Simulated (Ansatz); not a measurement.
# Cs2RbScH6: complex band structure, part 2 of 2

A new crystal, Cs2RbScH6: structure, gap and complex bands. It is built by putting Sc for Al, Rb for Tl in the Cs2AlTlH6 structure of space group Fm-3m, with the volume rescaled by atomic radii. The parent structure comes from the Materials Project.

Ansatz 0.2.0; PBEsol DFT, plane waves, PAW files (the session's first sound run).

So far, gap on path (eV): step 3 (the bulk crystal and its band edges) 2.56.

The structure was built from a prototype and need not be the compound's stable phase.

### 4. Decaying states in the gap

This step: PBEsol DFT, plane waves, PAW files; complex bands by layer matching along the plane's normal (Ansatz 0.2.0).

The same crystal is laid in a cell whose first two vectors span the (111) plane (indices of the standard conventional cell, whose axes can be ordered otherwise than in the bulk input). At fixed energy and wavevector in the plane the solver finds all kz, real and complex. A few wavevectors are listed, (0, 0) and (0, -0.5) in units of the plane's reciprocal vectors; the slowest state needn't be among them.

input.yaml reads:

```yaml
crystal:
  lattice:
    - [6.619804472, 0.0, 0.0]
    - [3.309902236, 5.732918841, 0.0]
    - [3.309902236, 1.910972947, 5.405047718]
  atoms:
    - { symbol: Cs, position: [0.75, 0.75, 0.75] }
    - { symbol: Cs, position: [0.25, 0.25, 0.25] }
    - { symbol: Sc, position: [0.5, 0.5, 0.5] }
    - { symbol: Rb, position: [0.0, 0.0, 0.0] }
    - { symbol: H, position: [0.2875101513, 0.2875101513, 0.7124898487] }
    - { symbol: H, position: [0.2875101513, 0.7124898487, 0.2875101513] }
    - { symbol: H, position: [0.7124898487, 0.2875101513, 0.7124898487] }
    - { symbol: H, position: [0.2875101513, 0.7124898487, 0.7124898487] }
    - { symbol: H, position: [0.7124898487, 0.2875101513, 0.2875101513] }
    - { symbol: H, position: [0.7124898487, 0.7124898487, 0.2875101513] }
kpoints:
  mp_grid: { grid: [4, 4, 4] }
scf:
  occupations: { method: fixed }
hamiltonian:
  xc: pbesol
output:
  eigenvalues: true
  transmission:
    leads: [[0, 0]]
    kpoints: [[0.0, 0.0], [0.0, -0.5]]
    e_range: [-1.0, 3.56]
    de: 0.11
```

Command:

```sh
ansatz run input.yaml --threads 2 --pin off --max-ram 4096MiB --backend cpu --events-out ev --progress --plain --runs-dir out
```

Numbers of over 12 decimals in the logs are rounded to 6 here.

What it wrote:

```text
[...]
Crystal: 10 atoms, lattice volume = 205.126 Å³
Basis set: ecut = 420 eV, 4015 PW (Γ)
Bands: 32, of which v1, the nominal top of the filled ones, is band 22 counted from 1 (21 counted from 0)
Symmetry: 48 space group operations
[...]
k-points: 8 of 64
[...]
SCF iter   1: F=—  HF=-16596.686951 eV  |F-HF|=—  |Δ(HF+E_count)|=         —  Δρ=5.96e-3  dr2=6.95e-2  ethr=1.77e-3  ⟨swp⟩=5.0  Hψ=1041  notcnv=0  defer=56
[...]
SCF iter   7: F=-16596.668690 eV  HF=-16596.668690 eV  |F-HF|=5.08e-9  |Δ(HF+E_count)|=   1.84e-7  Δρ=1.57e-6  dr2=5.99e-9  ethr=2.27e-10  ⟨swp⟩=11.1  Hψ=1271  notcnv=0
SCF 1 converged in 7 iterations: F = -16596.668690 eV  dr2 = 5.99e-9
[...]
transmission: 10 of 20 steps passed
transmission: 20 of 20 steps passed
SCF converged after 7 iterations
Free energy (F): -16596.668690 eV
[...]
Internal energy: -16596.668690 eV  (E = F + TS)
E sigma→0 (E₀):  -16596.668690 eV
Fermi energy:    2.922656 eV
[...]
--- Band table (eV; the first three rows and the last of 8) ---
  k-point 0: bands = [... 18 lower, 1.9987, 2.4920, 2.4920, 2.4920, 6.2800, 6.2800, 6.2800, 7.7516, ... 6 higher]
  k-point 1: bands = [... 18 lower, 2.1298, 2.2946, 2.4947, 2.4947, 6.0846, 6.2366, 6.2366, 7.9242, ... 6 higher]
  k-point 2: bands = [... 18 lower, 2.2975, 2.2975, 2.4675, 2.4675, 5.9292, 6.1835, 6.1835, 7.5163, ... 6 higher]
  k-point 7: bands = [... 18 lower, 2.3079, 2.5702, 2.5702, 2.6249, 5.9295, 5.9295, 6.2062, 7.2643, ... 6 higher]
--- Transmission ---
  basis      : 337 plane waves across, 10 finite elements along
  points     : 2, as listed
  energies   : 42 from -1.000000 to 3.510000 eV about the Fermi level, 0.110000 eV apart; the leads are filled to 1.282043 eV, and channels, transmission and decay are at 1.310000 eV
  crystal 0  : H6Cs2Rb1Sc1, at the sites [0, 0], period 5.4050 Å: whole cells are its period
    offset         : up to 0.0000 Å between an atom of the period and one for which it stands
    channels       : 0.000000e0 a spin
    conductance    : none, the energies end too early or step too widely for 300 K: set another output.transmission.e_range or a lower de, or, where they end at an eighth of basis.ecutwfc, a higher one
    slowest decay  : 0.3092 /Å at (0.0000, -0.5000)
```

Wall time 82 s (2 threads of Intel Xeon Platinum 8488C (Sapphire Rapids), shared host); peak memory 1.2 GiB; 2.1 min of CPU time.

This step gave:

```
level to which the leads are filled                       : 1.282 eV from the Fermi level
decay constant at the filling level, zone centre          : 0.4115 Å⁻¹
decay constant at the filling level, slowest listed point : 0.3092 Å⁻¹
```

K parallel (0, 0); values up to 1.5 1/Å, a degenerate pair printed once or twice; energies at which all values exceed this have no row. Table of Im kz of the slowest decaying states by energy, zero at the highest filled level on the SCF mesh:

```csv
energy (eV),decay 1 (Å⁻¹),decay 2 (Å⁻¹),decay 3 (Å⁻¹),decay 4 (Å⁻¹)
-1.00,0.180,0.199,0.468,0.849
-0.67,0.446,0.673,0.855,1.04
-0.34,0.165,0.352,0.443,0.909
-0.01,0.305,0.444,0.507,0.920
0.32,0.362,0.442,0.562,0.918
0.65,0.392,0.436,0.561,0.617
0.98,0.410,0.426,0.560,0.644
1.20,0.416,0.417,0.559,0.653
1.53,0.399,0.420,0.553,0.658
1.86,0.376,0.419,0.541,0.655
2.19,0.345,0.413,0.521,0.648
2.52,0.301,0.403,0.489,0.634
2.85,0.224,0.388,0.433,0.615
3.18,0.226,0.264,0.366,0.587
3.51,0.226,0.249,0.319,0.509
```

K parallel (0, -0.5); values up to 1.5 1/Å, a degenerate pair printed once or twice; energies at which all values exceed this have no row. The Im kz of the slowest decaying states by energy, zero at the highest filled level on the SCF mesh:

```csv
energy (eV),decay 1 (Å⁻¹),decay 2 (Å⁻¹),decay 3 (Å⁻¹),decay 4 (Å⁻¹)
-1.00,0.205,0.448,0.760,0.857
-0.78,0.109,0.156,0.270,0.741
-0.56,0.0887,0.132,0.453,0.725
-0.34,0.239,0.523,0.712,0.792
-0.12,0.348,0.558,0.706,0.772
-0.01,0.380,0.570,0.705,0.762
0.10,0.133,0.187,0.406,0.580
0.32,0.220,0.310,0.442,0.593
0.54,0.265,0.379,0.464,0.601
0.76,0.291,0.425,0.478,0.605
0.98,0.305,0.457,0.485,0.606
1.20,0.310,0.482,0.487,0.604
1.53,0.302,0.482,0.508,0.595
1.75,0.287,0.474,0.521,0.585
1.97,0.262,0.463,0.535,0.567
2.19,0.223,0.447,0.547,0.592
2.41,0.155,0.426,0.539,0.557
2.63,0.397,0.515,0.528,0.670
2.85,0.332,0.369,0.462,0.512
3.07,0.129,0.388,0.408,0.483
3.29,0.112,0.216,0.386,0.425
3.51,0.277,0.308,0.429,0.482
```

At the listed wavevectors the last open channel is at -0.01 eV and the next at +2.63 eV on the grid. At +1.31 eV, the grid energy nearest the filling level (the middle of the gap on the SCF mesh), the slowest state at the listed wavevectors decays with κ = 0.309 Å⁻¹, its amplitude falling by e over 3.2 Å. Through 1 nm of this crystal that state's transmission falls by exp(−2 × 0.309 Å⁻¹ × 10 Å) = 0.0021.

### 5. Band edges at another level

This step: PBEsol DFT, plane waves, JTH PAW files (Ansatz 0.2.0).

The edges again with JTH files, at the same atoms.

input.yaml reads:

```yaml
crystal:
  lattice:
    - [0.0, 4.6809086325, 4.6809086325]
    - [4.6809086325, 0.0, 4.6809086325]
    - [4.6809086325, 4.6809086325, 0.0]
  atoms:
    - { symbol: Cs, position: [0.25, 0.25, 0.25] }
    - { symbol: Cs, position: [0.75, 0.75, 0.75] }
    - { symbol: Sc, position: [0.5, 0.5, 0.5] }
    - { symbol: Rb, position: [0.0, 0.0, 0.0] }
    - { symbol: H, position: [0.2875101513, 0.7124898487, 0.7124898487] }
    - { symbol: H, position: [0.2875101513, 0.7124898487, 0.2875101513] }
    - { symbol: H, position: [0.7124898487, 0.2875101513, 0.7124898487] }
    - { symbol: H, position: [0.7124898487, 0.7124898487, 0.2875101513] }
    - { symbol: H, position: [0.2875101513, 0.2875101513, 0.7124898487] }
    - { symbol: H, position: [0.7124898487, 0.2875101513, 0.2875101513] }
kpoints:
  mp_grid: { grid: [4, 4, 4] }
  band_path: { path: [VBM, CBM], npoints: 30 }
scf:
  occupations: { method: fixed }
hamiltonian:
  xc: pbesol
  pseudopotentials: { kind: paw, source: jth }
output:
  eigenvalues: true
```

What it wrote:

```text
Error: inconsistent input (hamiltonian.pseudopotentials.source, hamiltonian.xc, hamiltonian.pseudopotentials.xc_functional): this build's library has no table of `source: jth` for `kind: paw` and the PBEsol files: it has one for `kind: paw` and the PBE files, or for `kind: paw` and the LDA files. Leave `source` out
```

Run time: 0.03 s. Hardware: 2 threads; peak memory 0.052 GiB.

The input was rejected at the start.

The program's message: “Error: inconsistent input (hamiltonian.pseudopotentials.source, hamiltonian.xc, hamiltonian.pseudopotentials.xc_functional): this build's library has no table of `source: jth` for `kind: paw` and the …”

### 6. A repeat with changed settings: output.transmission.temperature = 400.0

This step: PBEsol DFT, plane waves, PAW files; complex bands by layer matching along the plane's normal; changed: output.transmission.temperature = 400.0 (Ansatz 0.2.0).

This run repeats an earlier one, its twin (the complex run, plane (111)), with one setting changed (output.transmission.temperature; files written aside). It is meant to test how the leads' temperature enters. Where the input is shown as a difference, that is against the step before, not the twin.

input.yaml reads:

```yaml
crystal:
  lattice:
    - [6.619804472, 0.0, 0.0]
    - [3.309902236, 5.732918841, 0.0]
    - [3.309902236, 1.910972947, 5.405047718]
  atoms:
    - { symbol: Cs, position: [0.75, 0.75, 0.75] }
    - { symbol: Cs, position: [0.25, 0.25, 0.25] }
    - { symbol: Sc, position: [0.5, 0.5, 0.5] }
    - { symbol: Rb, position: [0.0, 0.0, 0.0] }
    - { symbol: H, position: [0.2875101513, 0.2875101513, 0.7124898487] }
    - { symbol: H, position: [0.2875101513, 0.7124898487, 0.2875101513] }
    - { symbol: H, position: [0.7124898487, 0.2875101513, 0.7124898487] }
    - { symbol: H, position: [0.2875101513, 0.7124898487, 0.7124898487] }
    - { symbol: H, position: [0.7124898487, 0.2875101513, 0.2875101513] }
    - { symbol: H, position: [0.7124898487, 0.7124898487, 0.2875101513] }
kpoints:
  mp_grid: { grid: [4, 4, 4] }
scf:
  occupations: { method: fixed }
hamiltonian:
  xc: pbesol
output:
  eigenvalues: true
  transmission:
    leads: [[0, 0]]
    kpoints: [[0.0, 0.0], [0.0, -0.5]]
    e_range: [-1.0, 3.56]
    de: 0.11
    temperature: 400.0
```

What it wrote:

```text
[...]
Crystal: 10 atoms, lattice volume = 205.126 Å³
Basis set: ecut = 420 eV, 4015 PW (Γ)
Bands: 32, of which v1, the nominal top of the filled ones, is band 22 counted from 1 (21 counted from 0)
Symmetry: 48 space group operations
[...]
k-points: 8 of 64
[...]
SCF iter   1: F=—  HF=-16596.686951 eV  |F-HF|=—  |Δ(HF+E_count)|=         —  Δρ=5.96e-3  dr2=6.95e-2  ethr=1.77e-3  ⟨swp⟩=5.0  Hψ=1041  notcnv=0  defer=56
[...]
SCF iter   7: F=-16596.668690 eV  HF=-16596.668690 eV  |F-HF|=5.08e-9  |Δ(HF+E_count)|=   1.84e-7  Δρ=1.57e-6  dr2=5.99e-9  ethr=2.27e-10  ⟨swp⟩=11.1  Hψ=1271  notcnv=0
SCF 1 converged in 7 iterations: F = -16596.668690 eV  dr2 = 5.99e-9
[...]
transmission: 10 of 20 steps passed
transmission: 20 of 20 steps passed
SCF converged after 7 iterations
Free energy (F): -16596.668690 eV
[...]
Internal energy: -16596.668690 eV  (E = F + TS)
E sigma→0 (E₀):  -16596.668690 eV
Fermi energy:    2.922656 eV
[...]
--- Band table (eV; the first three rows and the last of 8) ---
  k-point 0: bands = [... 18 lower, 1.9987, 2.4920, 2.4920, 2.4920, 6.2800, 6.2800, 6.2800, 7.7516, ... 6 higher]
  k-point 1: bands = [... 18 lower, 2.1298, 2.2946, 2.4947, 2.4947, 6.0846, 6.2366, 6.2366, 7.9242, ... 6 higher]
  k-point 2: bands = [... 18 lower, 2.2975, 2.2975, 2.4675, 2.4675, 5.9292, 6.1835, 6.1835, 7.5163, ... 6 higher]
  k-point 7: bands = [... 18 lower, 2.3079, 2.5702, 2.5702, 2.6249, 5.9295, 5.9295, 6.2062, 7.2643, ... 6 higher]
--- Transmission ---
  basis      : 337 plane waves across, 10 finite elements along
  points     : 2, as listed
[...]
channels       : 0.000000e0 a spin
[...]
slowest decay  : 0.3092 /Å at (0.0000, -0.5000)
```

It took 78 s on 2 threads; peak memory 1.2 GiB.

K parallel (0, 0); values up to 1.5 1/Å, a degenerate pair printed once or twice; energies at which all values exceed this have no row. Table of Im kz of the slowest decaying states by energy, zero at the highest filled level on the SCF mesh:

(Unchanged from step 4.)

K parallel (0, -0.5); values up to 1.5 1/Å, a degenerate pair printed once or twice; energies at which all values exceed this have no row. Table of Im kz of the slowest decaying states by energy, zero at the highest filled level on the SCF mesh:

```csv
energy (eV),decay 1 (Å⁻¹),decay 2 (Å⁻¹),decay 3 (Å⁻¹),decay 4 (Å⁻¹)
-1.00,0.205,0.448,0.760,0.857
-0.78,0.109,0.156,0.270,0.741
-0.67,0.0439,0.0994,0.372,0.733
-0.45,0.103,0.495,0.718,0.802
-0.23,0.304,0.543,0.708,0.782
-0.12,0.348,0.558,0.706,0.772
-0.01,0.380,0.570,0.705,0.762
0.10,0.133,0.187,0.406,0.580
0.21,0.185,0.260,0.426,0.587
0.43,0.246,0.348,0.454,0.598
0.65,0.280,0.404,0.472,0.604
0.76,0.291,0.425,0.478,0.605
0.98,0.305,0.457,0.485,0.606
1.20,0.310,0.482,0.487,0.604
1.31,0.309,0.486,0.492,0.602
1.53,0.302,0.482,0.508,0.595
1.75,0.287,0.474,0.521,0.585
1.86,0.276,0.469,0.527,0.578
2.08,0.245,0.455,0.549,0.608
2.30,0.195,0.437,0.543,0.575
2.41,0.155,0.426,0.539,0.557
2.63,0.397,0.515,0.528,0.670
2.74,0.377,0.490,0.521,0.658
2.96,0.208,0.398,0.430,0.500
3.18,0.102,0.326,0.416,0.450
3.29,0.112,0.216,0.386,0.425
3.51,0.277,0.308,0.429,0.482
```

The temperature enters the conductance and not T(E) itself. No conductance was computed here for it to change.

### 7. A repeat with changed settings

This step: PBEsol DFT, plane waves, PAW files; complex bands by layer matching along the plane's normal; changed: output.transmission.bias = [0.5], scf.max_iter = 60 (Ansatz 0.2.0).

This run repeats an earlier one, its twin (the complex run, plane (111)), with two settings changed (scf.max_iter, output.transmission.bias; files written aside). The setting was drawn as a possible misstep, on purpose. Where the input is shown as a difference, that is against the step before, not the twin.

input.yaml, as its differences from that of step 6:

```diff
@@ -20,2 +20,3 @@
   occupations: { method: fixed }
+  max_iter: 60
 hamiltonian:
@@ -29,2 +30,2 @@
     de: 0.11
-    temperature: 400.0
+    bias: [0.5]
```

What it wrote:

```text
Error: YAML parse error: error: line 31 column 5: unknown field `bias`, expected one of leads, temperature, e_range, de, kmesh, mesh_tolerance, kpoints, reduced_basis
  --> <input>:31:5
   |
29 |     e_range: [-1.0, 3.56]
30 |     de: 0.11
31 |     bias: [0.5]
   |     ^ unknown field `bias`, expected one of leads, temperature, e_range, de, kmesh, mesh_tolerance, kpoints, reduced_basis
```

Wall time 0.03 s (2 threads); peak memory 0.028 GiB.

The input was rejected at the start.

The program's message: “Error: YAML parse error: error: line 31 column 5: unknown field `bias`, expected one of leads, temperature, e_range, de, kmesh, mesh_tolerance, kpoints, reduced_basis”

The change that led to it: output.transmission.bias = [0.5].

### 8. Results

```json
{
 "band gap": "2.56 eV",
 "least decay constant at mid-gap, normal to (111)": "0.309 Å⁻¹"
}
```

What this shows: With PBEsol, the slowest decay at the wavevectors tried is κ = 0.309 Å⁻¹, normal to (111). Through such a film the transmission near mid-gap falls as exp(−2κd), a factor of ten every 3.7 Å. A free electron under a barrier of half the gap would need a mass of 0.28 mₑ to decay at this rate. The slowest decay isn't at the zone centre. The compound is made up by substitution; its stability against other phases and against distortions of the cell's symmetry was not tested. A semilocal functional narrows gaps, so real decay constants are likely larger.

[Logs are printed without paths, hosts, clocks, repeated set-up lines and the standing remarks that a program may print on its own settings, such as how far it seeks lower states.]

[Hosts, paths, dates, database ids (printed as entryN), source tags and the programs' standing remarks are cut or masked in the printed files.]
